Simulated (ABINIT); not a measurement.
**How the form of the self-energy moves the gap of BaTiO3 (P4mm)**

Aim: compare treatments of exchange, screening and correlation for the gap of BaTiO3 (P4mm).

Method: LDA and many-body steps on it, plane waves, in ABINIT 10.8.3.

The database entry behind the starting cell differs from later determinations by our own check (c/a about 0.6 % short), so it need not match the best structure at ambient conditions.

## Step 1: The starting structure

The structure is tetragonal, space group P4mm (No. 99). Conventional cell: a = 4.000 Å, b = 4.000 Å, c = 4.018 Å, α = 90.00°, β = 90.00°, γ = 90.00°. Nearest to Ba lie 12 O at 2.79 to 2.88 Å. Nearest to Ti lie 6 O at 1.89 to 2.13 Å. Nearest to O lie 2 Ti at 1.89 to 2.13 Å and 4 Ba at 2.83 Å. Nearest to O lie 2 Ti at 2.00 Å and 4 Ba at 2.79 to 2.88 Å. Farther neighbours and most contacts between anions are not listed.

The cell and positions come from the Crystallography Open Database and are kept as given unless a step says otherwise. Spin-orbit coupling is left out unless a step names it.

## Step 2: Empty states on the mesh, 4×4×4 mesh, 119 bands

This step: ABINIT 10.8.3; DFT, LDA, plane waves, norm-conserving pseudopotentials.

The sums over transitions need many empty states on a uniform mesh; this step solves for them.

Contents of run.abi:

```
acell 3*1.0 Angstrom
rprim 
  3.999800000000 0.000000000000 0.000000000000
  0.000000000000 3.999800000000 0.000000000000
  0.000000000000 0.000000000000 4.018000000000
ntypat 3
znucl 56 22 8
natom 5
typat 1 2 3 3 3
xred 
  0.000000000000 0.000000000000 0.000000000000
  0.500000000000 0.500000000000 0.490000000000
  0.500000000000 0.500000000000 0.019000000000
  0.500000000000 0.000000000000 0.517000000000
  0.000000000000 0.500000000000 0.517000000000
pp_dirpath "pseudos"
pseudos "Ba.upf, Ti.upf, O.upf"
ecut 38
ngkpt 4 4 4
nshiftk 1
shiftk 0 0 0
kptopt 1
chksymbreak 0
iscf -2
irdden 1
istwfk *1
nband 119
nbdbuf 10
tolwfr 1e-09
nstep 60
prtvol 0
indata_prefix "in"
outdata_prefix "out"
tmpdata_prefix "tmp"
```

Started as:

```console
$ OMP_NUM_THREADS=1 mpirun -n 8 abinit run.abi > log
```

Numbers of over 12 decimals in the logs are rounded to 6 here.

The log of the run:

```text
.Version 10.8.3 of ABINIT. v10.8.2 released Aug 2026.

 Symmetries : space group P4 m m (# 99); Bravais tP (primitive tetrag.)
[... echo of the input left out ...]
== DATASET  1 ==================================================================
-   mpi_nproc: 8, omp_nthreads: 1 (-1 if OMP is not activated)

--- !DatasetInfo
iteration_state: {dtset: 1, }
dimensions: {natom: 5, nkpt: 18, mband: 119, nsppol: 1, nspinor: 1, nspden: 1, mpw: 4929, }
cutoff_energies: {ecut:  38.0, pawecutdg:  -1.0, }
[...]
2.39916    2.41176    2.41176    2.42595    2.43902    2.43902    2.44212    2.45103
   2.45452    2.48848    2.49710    2.49710    2.60168    2.68331    2.68412    2.68412
   2.72102    2.72418    2.72418    2.73218    2.73844    2.73904    2.83111
 prteigrs : prtvol=0 or 1, do not print more k-points.

== END DATASET(S) ==============================================================
================================================================================

 -outvars: echo values of variables after computation  --------
            nband         119
             nkpt          18
          spgroup          99
 [... the other variables as echoed above ...]

 Calculation completed.
```

Run time: 47 s. Hardware: 8 MPI ranks of Arm Neoverse V2, shared host; peak memory 0.7 GiB.

This step gave:

```
gap                                                           : 1.742 eV
k of the valence top                                          : 0.5, 0.5, 0.5
k of the conduction bottom                                    : 0, 0, 0
least direct gap                                              : 2.023 eV
k points computed                                             : 18
lowest point of the top converged band, above the valence top : 61.4009 eV
```

On this mesh the gap is 1.742 eV.

The density comes from a self-consistent run that is not shown.

## Step 3: Screening, 4×4×4 mesh, 109 bands, screening to 152.4 eV

The RPA dielectric matrix is built and inverted for each q.

This step: RPA screening on LDA, plane waves, norm-conserving pseudopotentials.

run.abi: that of step 2 with these lines changed.

```diff
@@ -23,10 +23,11 @@
 chksymbreak 0
-iscf -2
-irdden 1
 istwfk *1
-nband 119
-nbdbuf 10
-tolwfr 1e-09
-nstep 60
-prtvol 0
+occopt 1
+irdwfk 1
+optdriver 3
+nband 109
+ecuteps 5.6
+inclvkb 2
+awtr 1
+symchi 1
 indata_prefix "in"
```

The log of the run:

```text
.Version 10.8.3 of ABINIT. v10.8.2 released Aug 2026.

 Symmetries : space group P4 m m (# 99); Bravais tP (primitive tetrag.)
[... echo of the input left out ...]
== DATASET  1 ==================================================================
-   mpi_nproc: 8, omp_nthreads: 1 (-1 if OMP is not activated)

--- !DatasetInfo
iteration_state: {dtset: 1, }
dimensions: {natom: 5, nkpt: 18, mband: 109, nsppol: 1, nspinor: 1, nspden: 1, mpw: 4929, }
cutoff_energies: {ecut:  38.0, pawecutdg:  -1.0, }
electrons: {nelect:   4.00000000E+01, charge:   0.00000000E+00, occopt:   1.00000000E+00, tsmear:   1.00000000E-02, }

 SCREENING: Calculation of the susceptibility and dielectric matrices

 Based on a program developped by R.W. Godby, V. Olevano, G. Onida, and L. Reining.
 Incorporated in ABINIT by V. Olevano, G.-M. Rignanese, and M. Torrent.
.Using double precision arithmetic ; gwpc =  8

[... cell and pseudopotentials left out ...]
--------------------------------------------------------------------------------

 ==== K-mesh for the wavefunctions ====
 Number of points in the irreducible wedge :    18
[... list of points left out ...]
 Together with  8 symmetry operations and time-reversal symmetry
 yields    64 points in the full Brillouin Zone.

 ==== Q-mesh for the screening function ====
 Number of points in the irreducible wedge :    18
[... list of points left out ...]
 Together with  8 symmetry operations and time-reversal symmetry
 yields    64 points in the full Brillouin Zone.

 setmesh: FFT mesh size selected  =    30x   30x   30
          total number of points  =        27000

 vcoul_init : cutoff-mode = AUXILIARY_FUNCTION
 q-points for optical limit:   1
     1)      0.000010    0.000020    0.000030

- screening: taking advantage of time-reversal symmetry
- Maximum band index for partially occupied states nbvw = 20
- Remaining bands to be divided among processors   nbcw = 89
- Number of bands treated by each node ~11

 Number of electrons calculated from density =   40.0000; Expected =   40.0000
 average of density, n =  0.092210
 r_s =    1.3731
 omega_plasma =   29.2917 [eV]

 calculating chi0 at frequencies [eV] :
  1    0.000000E+00    0.000000E+00
  2    0.000000E+00    2.929166E+01

--------------------------------------------------------------------------------
  q-point number  1        q = ( 0.000000, 0.000000, 0.000000) [r.l.u.]
--------------------------------------------------------------------------------
[... chi0 elements left out ...]
 For q-point:  0.000010 0.000020 0.000030
  dielectric constant =   6.3587
  dielectric constant without local fields =   6.9273

  Average fulfillment of the sum rule on Im[epsilon] for q-point    1 :     60.89  [%]
[... wings left out ...]
  q-point number  2        q = ( 0.250000, 0.000000, 0.000000) [r.l.u.]
--------------------------------------------------------------------------------
[... chi0 elements left out ...]
  Average fulfillment of the sum rule on Im[epsilon] for q-point    2 :     73.84  [%]

 [... 16 further q-points ...]
```

Run time: 76 s. Hardware: 8 MPI ranks; peak memory 3 GiB; 10 min of CPU time.

This step gave:

| Item | Value |
| --- | --- |
| ε∞ with local fields, on this mesh, along the program's q direction | 6.359 |
| the same without local fields | 6.927 |
| plasma frequency | 29.29 eV |
| plane waves in the screening matrix | 257 |

Local fields lower ε∞ by 8 %. On a Γ-centred mesh this coarse the value itself is usually too large, while a short band sum pulls it down.

## Step 4: G0W0, Godby-Needs plasmon pole

The self-energy is evaluated for the states that the input lists, and the levels follow from it, in one-shot runs by the linearised quasiparticle equation.

This step: G0W0 on LDA, plane waves, norm-conserving pseudopotentials.

run.abi: that of step 3 with these lines changed.

```diff
@@ -26,8 +26,17 @@
 irdwfk 1
-optdriver 3
+optdriver 4
 nband 109
+gwcalctyp 0
+ecutsigx 38
+symsigma 1
+nkptgw 2
+kptgw 
+  0.5000000000 0.5000000000 0.5000000000
+  0.0000000000 0.0000000000 0.0000000000
+bdgw 
+  18 23
+  19 23
 ecuteps 5.6
-inclvkb 2
-awtr 1
-symchi 1
+irdscr 1
+ppmodel 1
 indata_prefix "in"
```

The log of the run:

```text
.Version 10.8.3 of ABINIT. v10.8.2 released Aug 2026.

 Symmetries : space group P4 m m (# 99); Bravais tP (primitive tetrag.)
[... echo of the input left out ...]
== DATASET  1 ==================================================================
-   mpi_nproc: 8, omp_nthreads: 1 (-1 if OMP is not activated)

--- !DatasetInfo
iteration_state: {dtset: 1, }
dimensions: {natom: 5, nkpt: 18, mband: 109, nsppol: 1, nspinor: 1, nspden: 1, mpw: 4929, }
cutoff_energies: {ecut:  38.0, pawecutdg:  -1.0, }
electrons: {nelect:   4.00000000E+01, charge:   0.00000000E+00, occopt:   1.00000000E+00, tsmear:   1.00000000E-02, }

 SIGMA: Calculation of the GW corrections

 Based on a program developped by R.W. Godby, V. Olevano, G. Onida, and L. Reining.
 Incorporated in ABINIT by V. Olevano, G.-M. Rignanese, and M. Torrent.
.Using double precision arithmetic ; gwpc =  8

[... cell and pseudopotentials left out ...]
--------------------------------------------------------------------------------

 ==== K-mesh for the wavefunctions ====
 Number of points in the irreducible wedge :    18
[... list of points left out ...]
 Together with  8 symmetry operations and time-reversal symmetry
 yields    64 points in the full Brillouin Zone.

 ==== Q-mesh for screening function ====
 Number of points in the irreducible wedge :    18
[... list of points left out ...]
 Together with  8 symmetry operations and time-reversal symmetry
 yields    64 points in the full Brillouin Zone.

 vcoul_init : cutoff-mode = AUXILIARY_FUNCTION
 q-points for optical limit:   1
     1)      0.000010    0.000020    0.000030
 setmesh: FFT mesh size selected  =    45x   45x   45
          total number of points  =        91125

 Number of electrons calculated from density =   40.0000; Expected =   40.0000
 average of density, n =  0.092210
 r_s =    1.3731
 omega_plasma =   29.2917 [eV]

 === KS Band Gaps ===
  >>>> For spin  1
   Minimum direct gap =   2.0230 [eV], located at k-point      :   0.0000  0.0000  0.0000
   Fundamental gap    =   1.7422 [eV], Top of valence bands at :   0.5000  0.5000  0.5000
                                       Bottom of conduction at :   0.0000  0.0000  0.0000
 SIGMA fundamental parameters:
 PLASMON POLE MODEL  1
 number of plane-waves for SigmaX                 4929
 number of plane-waves for SigmaC and W            257
 number of plane-waves for wavefunctions          4929
 number of bands                                   109
 number of independent spin polarizations            1
 number of spinorial components                      1
 number of k-points in IBZ                          18
 number of q-points in IBZ                          18
 number of symmetry operations                       8
 number of k-points in BZ                           64
 number of q-points in BZ                           64
 number of frequencies for dSigma/dE                 9
 frequency step for dSigma/dE [eV]                0.25
 number of omega for Sigma on real axis              0
 max omega for Sigma on real axis  [eV]           0.00
 zcut for avoiding poles [eV]                     0.10

 EPSILON^-1 parameters (SCR file):
 dimension of the eps^-1 matrix on file            257
 dimension of the eps^-1 matrix used               257
 number of plane-waves for wavefunctions          4929
 number of bands                                   109
 number of q-points in IBZ                          18
 number of frequencies                               2
 number of real frequencies                          1
 number of imag frequencies                          1

 matrix elements of self-energy operator (all in [eV])

 Perturbative Calculation

--- !SelfEnergy_ee
iteration_state: {dtset: 1, }
kpoint     : [   0.500,    0.500,    0.500, ]
spin       : 1
KS_gap     :    4.199
QP_gap     :    5.984
Delta_QP_KS:    1.785
data: !SigmaeeData |
     Band     E0 <VxcDFT>   SigX SigC(E0)      Z dSigC/dE  Sig(E)    E-E0       E
       18   6.194 -19.723 -24.888   5.111   0.761  -0.313 -19.764  -0.041   6.153
       19   6.194 -19.723 -24.888   5.111   0.761  -0.313 -19.764  -0.041   6.153
       20   6.277 -19.742 -24.920   5.143   0.760  -0.315 -19.769  -0.027   6.250
       21  10.477 -21.652 -13.147  -6.110   0.734  -0.363 -19.894   1.758  12.234
       22  10.477 -21.651 -13.147  -6.110   0.734  -0.363 -19.894   1.758  12.234
       23  10.477 -21.651 -13.147  -6.110   0.734  -0.363 -19.894   1.758  12.234

--- !SelfEnergy_ee
iteration_state: {dtset: 1, }
kpoint     : [   0.000,    0.000,    0.000, ]
spin       : 1
KS_gap     :    2.023
QP_gap     :    3.672
Delta_QP_KS:    1.649
data: !SigmaeeData |
     Band     E0 <VxcDFT>   SigX SigC(E0)      Z dSigC/dE  Sig(E)    E-E0       E
       19   5.996 -19.835 -24.485   4.611   0.767  -0.304 -19.865  -0.030   5.967
       20   5.996 -19.835 -24.485   4.611   0.767  -0.304 -19.865  -0.030   5.967
       21   8.019 -18.773 -11.360  -5.334   0.779  -0.284 -17.154   1.619   9.639
       22   8.239 -18.944 -11.874  -5.006   0.778  -0.286 -17.339   1.604   9.843
       23   8.239 -18.944 -11.874  -5.006   0.778  -0.286 -17.339   1.604   9.843

== END DATASET(S) ==============================================================
================================================================================

 -outvars: echo values of variables after computation  --------
           etotal      0.0000000000E+00
            nband         109
             nkpt          18
          spgroup          99
 [... the other variables as echoed above ...]

 Calculation completed.
```

Run time: 11 s. Hardware: 8 MPI ranks; peak memory 2.2 GiB.

This step gave:

```yaml
g0w0_gap_on_the_points_computed: 3.389 eV
starting_gap_on_the_mesh: 1.742 eV
k_of_the_valence_top: 0.5, 0.5, 0.5
k_of_the_conduction_bottom: 0, 0, 0
z_at_the_valence_top: 0.76
z_at_the_conduction_bottom: 0.779
least_direct_g0w0_gap_on_the_computed_points: 3.672 eV
```

The gap on the mesh goes from 1.74 eV to 3.39 eV, a correction of +1.65 eV.

## Step 5: G0W0, Hybertsen-Louie plasmon pole

run.abi: that of step 4 with these lines changed.

```diff
@@ -40,3 +40,3 @@
 irdscr 1
-ppmodel 1
+ppmodel 2
 indata_prefix "in"
```

The log of the run:

```text
.Version 10.8.3 of ABINIT. v10.8.2 released Aug 2026.

 Symmetries : space group P4 m m (# 99); Bravais tP (primitive tetrag.)
[... echo of the input left out ...]
== DATASET  1 ==================================================================
-   mpi_nproc: 8, omp_nthreads: 1 (-1 if OMP is not activated)

--- !DatasetInfo
iteration_state: {dtset: 1, }
dimensions: {natom: 5, nkpt: 18, mband: 109, nsppol: 1, nspinor: 1, nspden: 1, mpw: 4929, }
cutoff_energies: {ecut:  38.0, pawecutdg:  -1.0, }
electrons: {nelect:   4.00000000E+01, charge:   0.00000000E+00, occopt:   1.00000000E+00, tsmear:   1.00000000E-02, }

 SIGMA: Calculation of the GW corrections

 Based on a program developped by R.W. Godby, V. Olevano, G. Onida, and L. Reining.
 Incorporated in ABINIT by V. Olevano, G.-M. Rignanese, and M. Torrent.
.Using double precision arithmetic ; gwpc =  8

[... cell and pseudopotentials left out ...]
--------------------------------------------------------------------------------

 ==== K-mesh for the wavefunctions ====
 Number of points in the irreducible wedge :    18
[... list of points left out ...]
 Together with  8 symmetry operations and time-reversal symmetry
 yields    64 points in the full Brillouin Zone.

 ==== Q-mesh for screening function ====
 Number of points in the irreducible wedge :    18
[... list of points left out ...]
 Together with  8 symmetry operations and time-reversal symmetry
 yields    64 points in the full Brillouin Zone.

 vcoul_init : cutoff-mode = AUXILIARY_FUNCTION
 q-points for optical limit:   1
     1)      0.000010    0.000020    0.000030
 setmesh: FFT mesh size selected  =    45x   45x   45
          total number of points  =        91125

 Number of electrons calculated from density =   40.0000; Expected =   40.0000
[...]
number of omega for Sigma on real axis              0
 max omega for Sigma on real axis  [eV]           0.00
 zcut for avoiding poles [eV]                     0.10

 EPSILON^-1 parameters (SCR file):
 dimension of the eps^-1 matrix on file            257
 dimension of the eps^-1 matrix used               257
 number of plane-waves for wavefunctions          4929
 number of bands                                   109
 number of q-points in IBZ                          18
 number of frequencies                               2
 number of real frequencies                          1
 number of imag frequencies                          1

 matrix elements of self-energy operator (all in [eV])

 Perturbative Calculation

--- !SelfEnergy_ee
iteration_state: {dtset: 1, }
kpoint     : [   0.500,    0.500,    0.500, ]
spin       : 1
KS_gap     :    4.199
QP_gap     :    7.024
Delta_QP_KS:    2.824
data: !SigmaeeData |
     Band     E0 <VxcDFT>   SigX SigC(E0)      Z dSigC/dE  Sig(E)    E-E0       E
       18   6.194 -19.723 -24.888   4.593   0.831  -0.204 -20.198  -0.476   5.718
       19   6.194 -19.723 -24.888   4.593   0.831  -0.204 -20.198  -0.476   5.718
       20   6.277 -19.742 -24.920   4.624   0.830  -0.205 -20.202  -0.460   5.817
[...]
--- !SelfEnergy_ee
iteration_state: {dtset: 1, }
kpoint     : [   0.000,    0.000,    0.000, ]
spin       : 1
KS_gap     :    2.023
QP_gap     :    4.349
Delta_QP_KS:    2.326
data: !SigmaeeData |
     Band     E0 <VxcDFT>   SigX SigC(E0)      Z dSigC/dE  Sig(E)    E-E0       E
[...]
22   8.239 -18.944 -11.874  -4.834   0.846  -0.182 -17.052   1.891  10.130
       23   8.239 -18.944 -11.874  -4.834   0.846  -0.182 -17.052   1.891  10.130

== END DATASET(S) ==============================================================
================================================================================

 -outvars: echo values of variables after computation  --------
           etotal      0.0000000000E+00
            nband         109
             nkpt          18
          spgroup          99
 [... the other variables as echoed above ...]

 Calculation completed.
```

Run time: 11 s. Hardware: 8 MPI ranks; peak memory 2.1 GiB; 85 s of CPU time.

Numbers from this step:

| Item | Value |
| --- | --- |
| G0W0 gap on the points computed | 4.133 eV |
| starting gap on the mesh | 1.742 eV |
| k of the valence top | 0.5, 0.5, 0.5 |
| k of the conduction bottom | 0, 0, 0 |
| Z at the valence top | 0.83 |
| Z at the conduction bottom | 0.846 |
| least direct G0W0 gap on the computed points | 4.349 eV |

Against G0W0 in ABINIT (4×4×4 mesh, 109 bands, screening to 152.4 eV, Godby-Needs plasmon pole), the gap moves by +0.744 eV.

## Step 6: G0W0, von der Linden-Horsch plasmon pole

run.abi: that of step 5 with these lines changed.

```diff
@@ -40,3 +40,3 @@
 irdscr 1
-ppmodel 2
+ppmodel 3
 indata_prefix "in"
```

The log of the run:

```text
.Version 10.8.3 of ABINIT. v10.8.2 released Aug 2026.

 Symmetries : space group P4 m m (# 99); Bravais tP (primitive tetrag.)
[... echo of the input left out ...]
== DATASET  1 ==================================================================
-   mpi_nproc: 8, omp_nthreads: 1 (-1 if OMP is not activated)

--- !DatasetInfo
iteration_state: {dtset: 1, }
dimensions: {natom: 5, nkpt: 18, mband: 109, nsppol: 1, nspinor: 1, nspden: 1, mpw: 4929, }
cutoff_energies: {ecut:  38.0, pawecutdg:  -1.0, }
[...]
Band     E0 <VxcDFT>   SigX SigC(E0)      Z dSigC/dE  Sig(E)    E-E0       E
[...]
22   8.239 -18.944 -11.874  -5.169   0.846  -0.182 -17.336   1.608   9.846
       23   8.239 -18.944 -11.874  -5.169   0.846  -0.182 -17.336   1.608   9.846

== END DATASET(S) ==============================================================
================================================================================

 -outvars: echo values of variables after computation  --------
           etotal      0.0000000000E+00
            nband         109
             nkpt          18
          spgroup          99
 [... the other variables as echoed above ...]

 Calculation completed.
```

The job ended after 7.3 s (8 MPI ranks; peak memory 1.9 GiB; 58 s of CPU time).

Numbers from this step:

| Property | Result |
| --- | --- |
| G0W0 gap on the points computed | 3.522 eV |
| starting gap on the mesh | 1.742 eV |
| k of the valence top | 0.5, 0.5, 0.5 |
| k of the conduction bottom | 0, 0, 0 |
| least direct G0W0 gap on the computed points | 3.802 eV |

Against G0W0 in ABINIT (4×4×4 mesh, 109 bands, screening to 152.4 eV, Godby-Needs plasmon pole), the gap moves by +0.133 eV.

(Part 1 of 3 ends here.)

[Paths, hosts, dates, memory and timing lines, banners, echoed tables and standing remarks are left out of the program output.]

[Logs are printed without paths, hosts, clocks, repeated set-up lines and the standing remarks that a program may print on its own settings, such as how far it seeks lower states.]

[Runs of the session that timed out or met a known fault of the program may be left out.]

[No measured gap is set beside runs whose start may be inverted or whose files or cutoffs have a known fault.]

[Hosts, paths, dates, database ids (printed as entryN), source tags and the programs' standing remarks are cut or masked in the printed files.]

[G0W0 gaps are taken among the corrected bands and points alone; a level outside them can change the order at an edge.]

[Where Ansatz stands beside ABINIT at settings called matched, ABINIT's density can come from a denser mesh and the files from another edition; pairs whose starting gaps differed by over 0.03 eV were left out, so agreement reads better than it is.]
